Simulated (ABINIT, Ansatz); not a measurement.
# CsVN2 (Fd-3m): bands and cutoff in G0W0 with ABINIT, part 2 of 2

Wanted: a converged G0W0 gap of CsVN2 (Fd-3m), or an estimate of the limit.

ABINIT 10.8.3; PBEsol and many-body steps on it, plane waves. Known limits of the many-body steps: not at the basis limit; screening runs away on this mesh; no spin polarisation; d states lean on the start; no spin-orbit coupling; coarse k mesh.

So far. Step 3 (Screening, 2×2×2 mesh, 61 bands, screening to 62.6 eV): Local fields lower ε∞ by 9 %. The value itself is an artefact of the mesh, where one narrow direct gap carries too much weight. Step 4 (61 bands, 62.6 eV): The gap on the mesh goes from 0.53 eV to 1.35 eV, a correction of +0.82 eV.

## (6) 128 bands, 114.3 eV

This step: G0W0 on PBEsol, plane waves, norm-conserving pseudopotentials.

File run.abi:

```
acell 3*1.0 Angstrom
rprim 
  0.000000000000 4.171935907400 4.171935907400
  4.171935907400 0.000000000000 4.171935907400
  4.171935907400 4.171935907400 0.000000000000
ntypat 3
znucl 55 23 7
natom 8
typat 1 1 2 2 3 3 3 3
xred 
  0.250000000000 0.250000000000 0.250000000000
  -0.000000000000 0.000000000000 -0.000000000000
  0.750000000000 0.750000000000 0.750000000000
  0.500000000000 0.500000000000 0.500000000000
  0.625000000000 0.625000000000 0.625000000000
  0.125000000000 0.625000000000 0.625000000000
  0.625000000000 0.125000000000 0.625000000000
  0.625000000000 0.625000000000 0.125000000000
pp_dirpath "pseudos"
pseudos "Cs.upf, V.upf, N.upf"
ecut 38
ngkpt 2 2 2
nshiftk 1
shiftk 0 0 0
kptopt 1
chksymbreak 0
istwfk *1
occopt 1
irdwfk 1
optdriver 4
nband 128
gwcalctyp 0
ecutsigx 38
symsigma 1
nkptgw 2
kptgw 
  0.5000000000 0.0000000000 0.0000000000
  0.0000000000 0.0000000000 0.0000000000
bdgw 
  30 34
  30 34
ecuteps 4.2
irdscr 1
ppmodel 1
indata_prefix "in"
outdata_prefix "out"
tmpdata_prefix "tmp"
```

Run with:

```console
OMP_NUM_THREADS=1 mpirun -n 4 abinit run.abi > log
```

Numbers of over 12 decimals in the logs are rounded to 6 here.

What it wrote:

```text
.Version 10.8.3 of ABINIT. v10.8.2 released Aug 2026.

 Symmetries : space group Fd -3 m (#227); Bravais cF (face-center cubic)
[... echo of the input left out ...]
== DATASET  1 ==================================================================
-   mpi_nproc: 4, omp_nthreads: 1 (-1 if OMP is not activated)

--- !DatasetInfo
iteration_state: {dtset: 1, }
dimensions: {natom: 8, nkpt: 3, mband: 128, nsppol: 1, nspinor: 1, nspden: 1, mpw: 10969, }
cutoff_energies: {ecut:  38.0, pawecutdg:  -1.0, }
electrons: {nelect:   6.40000000E+01, charge:   0.00000000E+00, occopt:   1.00000000E+00, tsmear:   1.00000000E-02, }

 SIGMA: Calculation of the GW corrections

 Based on a program developped by R.W. Godby, V. Olevano, G. Onida, and L. Reining.
 Incorporated in ABINIT by V. Olevano, G.-M. Rignanese, and M. Torrent.
.Using double precision arithmetic ; gwpc =  8

[... cell and pseudopotentials left out ...]
--------------------------------------------------------------------------------

 ==== K-mesh for the wavefunctions ====
 Number of points in the irreducible wedge :     3
[... list of points left out ...]
 Together with 48 symmetry operations and time-reversal symmetry
 yields     8 points in the full Brillouin Zone.

 ==== Q-mesh for screening function ====
 Number of points in the irreducible wedge :     3
[... list of points left out ...]
 Together with 48 symmetry operations and time-reversal symmetry
 yields     8 points in the full Brillouin Zone.

 vcoul_init : cutoff-mode = AUXILIARY_FUNCTION
 q-points for optical limit:   1
     1)      0.000010    0.000020    0.000030
 setmesh: FFT mesh size selected  =    64x   64x   64
          total number of points  =       262144

 Number of electrons calculated from density =   64.0000; Expected =   64.0000
[...]
number of omega for Sigma on real axis              0
 max omega for Sigma on real axis  [eV]           0.00
 zcut for avoiding poles [eV]                     0.10

 EPSILON^-1 parameters (SCR file):
 dimension of the eps^-1 matrix on file            411
 dimension of the eps^-1 matrix used               411
 number of plane-waves for wavefunctions         10969
 number of bands                                   128
 number of q-points in IBZ                           3
 number of frequencies                               2
 number of real frequencies                          1
 number of imag frequencies                          1

 matrix elements of self-energy operator (all in [eV])

 Perturbative Calculation

--- !SelfEnergy_ee
iteration_state: {dtset: 1, }
kpoint     : [   0.500,    0.000,    0.000, ]
spin       : 1
KS_gap     :    0.920
QP_gap     :    1.673
Delta_QP_KS:    0.754
data: !SigmaeeData |
     Band     E0 <VxcDFT>   SigX SigC(E0)      Z dSigC/dE  Sig(E)    E-E0       E
       30   4.047 -15.065 -17.863   3.619   0.752  -0.330 -14.448   0.617   4.664
       31   4.047 -15.065 -17.863   3.619   0.752  -0.330 -14.448   0.617   4.664
       32   5.656 -16.496 -18.840   3.479   0.748  -0.338 -15.647   0.848   6.504
[...]
--- !SelfEnergy_ee
iteration_state: {dtset: 1, }
kpoint     : [   0.000,    0.000,    0.000, ]
spin       : 1
KS_gap     :    0.549
QP_gap     :    1.362
Delta_QP_KS:    0.813
data: !SigmaeeData |
     Band     E0 <VxcDFT>   SigX SigC(E0)      Z dSigC/dE  Sig(E)    E-E0       E
[...]
33   6.186 -21.099 -14.214  -4.655   0.743  -0.346 -19.443   1.657   7.842
       34   6.186 -21.099 -14.214  -4.655   0.743  -0.346 -19.443   1.657   7.842

== END DATASET(S) ==============================================================
================================================================================

 -outvars: echo values of variables after computation  --------
           etotal      0.0000000000E+00
            nband         128
             nkpt           3
          spgroup         227
 [... the other variables as echoed above ...]

 Calculation completed.
```

Elapsed: 27 s, on 4 MPI ranks of Arm Neoverse N1, shared host; peak memory 1.6 GiB; 1.8 min of CPU time.

This step gave:

```
G0W0 gap on the points computed              : 1.338 eV
starting gap on the mesh                     : 0.5295 eV
k of the valence top                         : 0.5, 0, 0
k of the conduction bottom                   : 0, 0, 0
Z at the valence top                         : 0.748
Z at the conduction bottom                   : 0.743
least direct G0W0 gap on the computed points : 1.362 eV
```

Against G0W0 in ABINIT (2×2×2 mesh, 61 bands, screening to 62.6 eV, Godby-Needs plasmon pole), the gap moves by −0.013 eV.

## (7) Screening, 2×2×2 mesh, 267 bands, screening to 176.9 eV

This step: RPA screening on PBEsol, plane waves, norm-conserving pseudopotentials.

Edit run.abi of step 6 so:

```diff
@@ -29,17 +29,8 @@
 irdwfk 1
-optdriver 4
-nband 128
-gwcalctyp 0
-ecutsigx 38
-symsigma 1
-nkptgw 2
-kptgw 
-  0.5000000000 0.0000000000 0.0000000000
-  0.0000000000 0.0000000000 0.0000000000
-bdgw 
-  30 34
-  30 34
-ecuteps 4.2
-irdscr 1
-ppmodel 1
+optdriver 3
+nband 267
+ecuteps 6.5
+inclvkb 2
+awtr 1
+symchi 1
 indata_prefix "in"
```

What it wrote:

```text
.Version 10.8.3 of ABINIT. v10.8.2 released Aug 2026.

 Symmetries : space group Fd -3 m (#227); Bravais cF (face-center cubic)
[... echo of the input left out ...]
== DATASET  1 ==================================================================
-   mpi_nproc: 4, omp_nthreads: 1 (-1 if OMP is not activated)

--- !DatasetInfo
iteration_state: {dtset: 1, }
dimensions: {natom: 8, nkpt: 3, mband: 267, nsppol: 1, nspinor: 1, nspden: 1, mpw: 10969, }
cutoff_energies: {ecut:  38.0, pawecutdg:  -1.0, }
[...]
--------------------------------------------------------------------------------
[... chi0 elements left out ...]
 For q-point:  0.000010 0.000020 0.000030
  dielectric constant = 117.6245
  dielectric constant without local fields = 127.7490

  Average fulfillment of the sum rule on Im[epsilon] for q-point    1 :     70.36  [%]
[... wings left out ...]
  q-point number  2        q = ( 0.500000, 0.000000, 0.000000) [r.l.u.]
--------------------------------------------------------------------------------
[... chi0 elements left out ...]
  Average fulfillment of the sum rule on Im[epsilon] for q-point    2 :     74.79  [%]

 [... 1 further q-points ...]
```

Run time: 3.7 min. Hardware: 4 MPI ranks; peak memory 3.2 GiB.

This step gave:

```
ε∞ with local fields, on this mesh, along the program's q direction : 117.6
the same without local fields                                       : 127.7
plasma frequency                                                    : 24.65 eV
plane waves in the screening matrix                                 : 749
```

## (8) 267 bands, 176.9 eV

This step: G0W0 on PBEsol, plane waves, norm-conserving pseudopotentials.

Edit run.abi of step 7 so:

```diff
@@ -29,8 +29,17 @@
 irdwfk 1
-optdriver 3
+optdriver 4
 nband 267
+gwcalctyp 0
+ecutsigx 38
+symsigma 1
+nkptgw 2
+kptgw 
+  0.5000000000 0.0000000000 0.0000000000
+  0.0000000000 0.0000000000 0.0000000000
+bdgw 
+  30 34
+  30 34
 ecuteps 6.5
-inclvkb 2
-awtr 1
-symchi 1
+irdscr 1
+ppmodel 1
 indata_prefix "in"
```

What it wrote:

```text
.Version 10.8.3 of ABINIT. v10.8.2 released Aug 2026.

 Symmetries : space group Fd -3 m (#227); Bravais cF (face-center cubic)
[... echo of the input left out ...]
== DATASET  1 ==================================================================
-   mpi_nproc: 4, omp_nthreads: 1 (-1 if OMP is not activated)

--- !DatasetInfo
iteration_state: {dtset: 1, }
dimensions: {natom: 8, nkpt: 3, mband: 267, nsppol: 1, nspinor: 1, nspden: 1, mpw: 10969, }
cutoff_energies: {ecut:  38.0, pawecutdg:  -1.0, }
[...]
Band     E0 <VxcDFT>   SigX SigC(E0)      Z dSigC/dE  Sig(E)    E-E0       E
[...]
33   6.186 -21.099 -14.214  -5.027   0.742  -0.348 -19.721   1.379   7.564
       34   6.186 -21.099 -14.214  -5.027   0.742  -0.348 -19.721   1.379   7.564

== END DATASET(S) ==============================================================
================================================================================

 -outvars: echo values of variables after computation  --------
           etotal      0.0000000000E+00
            nband         267
             nkpt           3
          spgroup         227
 [... the other variables as echoed above ...]

 Calculation completed.
```

Wall time 2 min (4 MPI ranks); peak memory 2.6 GiB; 7.8 min of CPU time.

This step gave:

- G0W0 gap on the points computed: 1.437 eV
- starting gap on the mesh: 0.5295 eV
- k of the valence top: 0.5, 0, 0
- k of the conduction bottom: 0, 0, 0
- least direct G0W0 gap on the computed points: 1.459 eV

Against G0W0 in ABINIT (2×2×2 mesh, 128 bands, screening to 114.3 eV, Godby-Needs plasmon pole), the gap moves by +0.099 eV.

## (9) The runs together

Times are wall times on 4 MPI ranks of Arm Neoverse N1, shared host, good to a factor of about two. A run's time includes the screening step that it read.

```tsv
run	mesh	bands	screening cutoff (eV)	DFT gap (eV)	gap on the mesh (eV)	direct (eV)	ε∞ used	time
61 bands, 62.6 eV	2×2×2	61	62.6	0.530	1.351	1.371	116.40	37 s
128 bands, 114.3 eV	2×2×2	128	114.3	0.530	1.338	1.362	117.10	1.8 min
267 bands, 176.9 eV	2×2×2	267	176.9	0.530	1.437	1.459	117.62	5.6 min
```

## (10) Outcome

```yaml
61_bands_62p6_ev: 1.351 eV
128_bands_114p3_ev: 1.338 eV
267_bands_176p9_ev: 1.437 eV
known_limits: not at the basis limit; screening runs away on this mesh; no spin polarisation; d states lean on the start; no spin-orbit coupling; coarse k mesh
```

**Reading.** From the first rung to the last the gap moves by +0.09 eV for 9.2 times the time. The gap turns back along the series, so no limit is drawn from it. In the G0W0 runs levels were corrected at 2 k points alone, so a gap called «on the mesh» is the least over those, and an edge elsewhere would be missed. The 2×2×2 mesh is coarse for this cell, which bears on the long-range parts of exchange and screening. On this mesh the RPA ε∞ passes 90, more than nearly any semiconductor shows; a coarse mesh does this where one point with a narrow direct gap carries much weight. The screening is then too strong, and the G0W0 gap should not be taken as the material's. The runs have no spin polarisation. For a closed low-spin shell that is the natural state; where a d or f shell is open it is a constraint, and the gap is then not the crystal's own. With d states at the gap, one-shot GW leans hard on its start. The many-body steps are scalar-relativistic: spin-orbit coupling is not in them.

[Paths, hosts, dates, memory and timing lines, banners, echoed tables and standing remarks are left out of the program output.]

[Logs are printed without paths, hosts, clocks, repeated set-up lines and the standing remarks that a program may print on its own settings, such as how far it seeks lower states.]

[Runs of the session that timed out or met a known fault of the program may be left out.]

[Hosts, paths, dates, database ids (printed as entryN), source tags and the programs' standing remarks are cut or masked in the printed files.]

[G0W0 gaps are taken among the corrected bands and points alone; a level outside them can change the order at an edge.]

[Where Ansatz stands beside ABINIT at settings called matched, ABINIT's density can come from a denser mesh and the files from another edition; pairs whose starting gaps differed by over 0.03 eV were left out, so agreement reads better than it is.]
